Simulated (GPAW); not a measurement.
# A Zr chain with one atom pushed aside at constant bond length: a series of junctions, part 2 of 2

Aim: how the conductance and the thermopower change along a series of junctions, a Zr chain with one atom pushed aside at constant bond length.

GPAW 26.7.0; GPAW LCAO, PAW setups; Landauer transmission from Green's functions with principal layers (ASE), zero bias.

So far, conductance (G₀): step 2 (member of the series, offset 0.3 Å) 4.35; step 3 (another cell, offset 0.6 Å) 4.14; step 4 (another cell, offset 0.9 Å) 3.91; step 5 (another cell, offset 1.2 Å) 3.44.

## (7) Density threshold 1e-06: conv = 1e-06

The Hamiltonian is taken from the last density. The density threshold is one of the tests that end the cycle; the energy must settle too, so a loose value may not be the test that decides.

Input file run.py:

```python
import json
import numpy as np
from ase import Atoms
from ase.transport.calculators import TransportCalculator
from gpaw import GPAW, FermiDirac
from gpaw.lcao.tools import get_lcao_hamiltonian
from scipy.linalg import eigh

# The junction with lead layers at both ends, along the third cell vector
device = Atoms(
    ['Zr', 'Zr', 'Zr', 'Zr', 'Zr', 'Zr', 'Zr', 'Zr', 'Zr', 'Zr', 'Zr', 'Zr', 'Zr'],
    positions=[
        [4.50000, 4.50000, 1.30000],
        [4.50000, 4.50000, 3.90000],
        [4.50000, 4.50000, 6.50000],
        [4.50000, 4.50000, 9.10000],
        [4.50000, 4.50000, 11.70000],
        [4.50000, 4.50000, 14.30000],
        [4.80000, 4.50000, 16.88263],
        [4.50000, 4.50000, 19.46527],
        [4.50000, 4.50000, 22.06527],
        [4.50000, 4.50000, 24.66527],
        [4.50000, 4.50000, 27.26527],
        [4.50000, 4.50000, 29.86527],
        [4.50000, 4.50000, 32.46527]],
    cell=[[9.0, 0.0, 0.0], [0.0, 9.0, 0.0], [0.0, 0.0, 33.76527]],
    pbc=True)

# One principal layer of the lead: the first 4 atoms of the device
lead = Atoms(
    ['Zr', 'Zr', 'Zr', 'Zr'],
    positions=[
        [4.50000, 4.50000, 1.30000],
        [4.50000, 4.50000, 3.90000],
        [4.50000, 4.50000, 6.50000],
        [4.50000, 4.50000, 9.10000]],
    cell=[[9.0, 0.0, 0.0], [0.0, 9.0, 0.0], [0.0, 0.0, 10.4]],
    pbc=True)

settings = dict(mode='lcao', basis='dzp', xc='PBE', h=0.2,
                occupations=FermiDirac(0.1), maxiter=250,
                mixer=dict(beta=0.1, nmaxold=8, weight=100.0),
                convergence=dict(density=1e-06))
energies = np.arange(-3, 3 + 1e-9, 0.075)
eta = 0.0001
n1, n2 = 1, 1
# k and -k transmit alike, so half of the mesh across the current serves
mesh = [(i, j) for i in range(n1) for j in range(n2) if (i, j) <= (-i % n1, -j % n2)]
weights = np.array([1 if (i, j) == (-i % n1, -j % n2) else 2 for i, j in mesh]) / (n1 * n2)

# [... helper functions left out ...]
fermi_lead = ground_state(lead, (1, 1, 11), 'lead.txt')
fermi_device = ground_state(device, (1, 1, 3), 'device.txt')
# [... loop over the mesh left out, but for ...]
        # Shift the lead onto the potential of the device's first layer
        shift = ((H[:, 0, 0] - H0[:, 0, 0]) / S0[0, 0]).real.mean()
# [...]
kT = 8.617333e-5 * 300
bias = [0.1, 0.2, 0.5, 1.0, 1.5, 2.0]
# [... integrals and printing left out ...]
```

Launch:

```
> OMP_NUM_THREADS=1 OPENBLAS_NUM_THREADS=1 python run.py
```

What it wrote:

```text
basis functions: device 377, principal layer 116
Fermi level: lead -1.7892 eV, device -1.7882 eV; lead shifted by -0.0006 eV
largest coupling past the next layer 1.05e-05 eV, largest misfit of the first layer 0.002 eV
  E-E_F (eV)   T (one spin)  [channel counts left out]
    -3.000    2.7054e-08
    -2.925    2.6937e-08
    -2.850    2.6843e-08
    -2.775    2.6809e-08
    -2.700    2.6957e-08
    -2.625    2.9409e-08
    -2.550    7.5562e-01
    -2.475    9.7885e-01
    -2.400    9.8846e-01
    -2.325    9.9171e-01
    -2.250    9.9335e-01
    -2.175    9.9434e-01
    -2.100    9.9501e-01
    -2.025    9.9549e-01
    -1.950    9.9584e-01
    -1.875    9.9608e-01
[...]
2.475    9.9833e-01
     2.550    9.9832e-01
     2.625    9.9824e-01
     2.700    9.9813e-01
     2.775    9.9800e-01
     2.850    9.9783e-01
     2.925    9.9762e-01
     3.000    9.9737e-01
conductance at 300 K: 4.3452 G0 a cell; thermopower -15.97 uV/K
current from the zero-bias T(E) at 0.1 V: 34.195 uA
current from the zero-bias T(E) at 0.2 V: 70.427 uA
current from the zero-bias T(E) at 0.5 V: 184.84 uA
current from the zero-bias T(E) at 1.0 V: 377.82 uA
current from the zero-bias T(E) at 1.5 V: 570.95 uA
current from the zero-bias T(E) at 2.0 V: 761.42 uA
```

Wall time 4.1 min (1 thread of Arm Neoverse V1, shared host); peak memory 1.3 GiB.

Numbers from this step:

```
conductance                                 : 4.345 G₀
largest misfit of the first principal layer : 0.002215 eV
shift that aligns the lead                  : -5.82e-4 eV
transmission at the Fermi level (one spin)  : 3.983
```

One spin. Table of transmission, zone mean by energy, zero at the Fermi level:

energy (eV), transmission, zone mean and a bar:
```
  -3.0000       0.00 
  -2.7750       0.00 
  -2.4750       0.98 #####
  -2.2500       0.99 #####
  -2.0250       1.00 #####
  -1.7250       1.00 #####
  -1.5000       2.69 #############
  -1.2750       2.90 ###############
  -0.9750       3.90 ####################
  -0.7500       3.98 ####################
  -0.5250       3.99 ####################
  -0.2250       3.99 ####################
   0.0000       3.98 ####################
   0.2250       5.95 ##############################
   0.5250       5.98 ##############################
   0.6000       5.98 ##############################
   0.7500       5.98 ##############################
   0.9750       5.93 ##############################
   1.2750       3.97 ####################
   1.5000       3.97 ####################
   1.7250       3.96 ####################
   2.0250       1.99 ##########
   2.2500       1.97 ##########
   2.4750       1.00 #####
   2.7750       1.00 #####
   3.0000       1.00 #####
```

Not self-consistent under bias; the bias window is split evenly. Table of current through one cell, from the zero-bias transmission by bias:

| bias (V) | current through one cell, from the zero-bias transmission (mA) |
| --- | --- |
| 0.100 | 0.0342 |
| 0.200 | 0.0704 |
| 0.500 | 0.185 |
| 1.000 | 0.378 |
| 1.500 | 0.571 |
| 2.000 | 0.761 |

The transmission of the three most open eigenchannels by energy, zero at the Fermi level:

| energy (eV) | channel 1 | channel 2 | channel 3 |
| --- | --- | --- | --- |
| -3.00 | 2.7e-8 | 7.7e-12 | 6.1e-12 |
| -2.85 | 2.7e-8 | 7.8e-12 | 6.1e-12 |
| -2.70 | 2.7e-8 | 5.8e-11 | 7.8e-12 |
| -2.55 | 0.756 | 2.8e-8 | 7.9e-12 |
| -2.33 | 0.992 | 2.5e-8 | 7.9e-12 |
| -2.17 | 0.994 | 2.5e-8 | 7.8e-12 |
| -2.02 | 0.995 | 2.4e-8 | 7.6e-12 |
| -1.88 | 0.996 | 2.3e-8 | 6.8e-12 |
| -1.73 | 0.996 | 2.2e-8 | 0 |
| -1.57 | 0.991 | 8.0e-7 | 2.9e-7 |
| -1.35 | 0.998 | 0.989 | 0.893 |
| -1.20 | 0.999 | 0.993 | 0.921 |
| -1.05 | 0.999 | 0.995 | 0.724 |
| -0.90 | 0.998 | 0.996 | 0.994 |
| -0.75 | 0.998 | 0.997 | 0.997 |
| -0.60 | 0.999 | 0.998 | 0.997 |
| -0.38 | 0.999 | 0.998 | 0.998 |
| -0.23 | 0.999 | 0.998 | 0.998 |
| -0.07 | 0.999 | 0.999 | 0.997 |
| 0.00 | 0.999 | 0.999 | 0.993 |
| 0.07 | 0.999 | 0.999 | 0.988 |
| 0.23 | 0.999 | 0.999 | 0.998 |
| 0.38 | 0.999 | 0.999 | 0.998 |
| 0.60 | 0.999 | 0.999 | 0.998 |
| 0.75 | 0.999 | 0.999 | 0.997 |
| 0.90 | 0.999 | 0.998 | 0.997 |
| 1.05 | 0.999 | 0.997 | 0.996 |
| 1.20 | 0.999 | 0.995 | 0.981 |
| 1.35 | 0.999 | 0.996 | 0.991 |
| 1.57 | 0.999 | 0.994 | 0.992 |
| 1.73 | 0.999 | 0.992 | 0.989 |
| 1.88 | 0.998 | 0.994 | 6.7e-8 |
| 2.02 | 0.998 | 0.990 | 1.2e-8 |
| 2.17 | 0.997 | 0.982 | 1.1e-8 |
| 2.33 | 0.996 | 0.949 | 1.1e-8 |
| 2.55 | 0.998 | 1.1e-8 | 4.5e-10 |
| 2.70 | 0.998 | 8.9e-9 | 2.7e-11 |
| 2.85 | 0.998 | 7.8e-9 | 1.0e-11 |
| 3.00 | 0.997 | 6.8e-9 | 1.0e-11 |

The conductance equals that of the unchanged run to 0.2 %.

## (8) Results

```json
{
 "conductance, first and last member": "4.35 and 3.44 G₀",
 "largest and smallest": "4.35 and 3.44 G₀"
}
```

In words: As the sideways shift goes from 0.3 to 1.2 Å, the conductance goes from 4.35 to 3.44 G₀. The conductance falls at every step of the series. The geometry was built from estimated bond lengths and not relaxed, so the numbers describe this model structure. The run had no spin polarisation, so a magnetic state, which chains and small molecules with open shells often have, wasn't tested. An evenly spaced straight chain is an idealisation: free chains tend to dimerise, zigzag or, where a band edge lies near the Fermi level, turn magnetic. The currents use the zero-bias T(E) throughout, which holds only while the bias is small against the distance to the nearest feature. Within about eight thermal energies of the Fermi level ln T(E) bends sharply from one computed energy to the next, or the lead's channel count changes, so the thermal averages, above all the thermopower, rest on an interpolation that may be rough.

[Logs are printed without paths, hosts, clocks, repeated set-up lines and the standing remarks that a program may print on its own settings, such as how far it seeks lower states.]

[Hosts, paths, dates, database ids (printed as entryN), source tags and the programs' standing remarks are cut or masked in the printed files.]
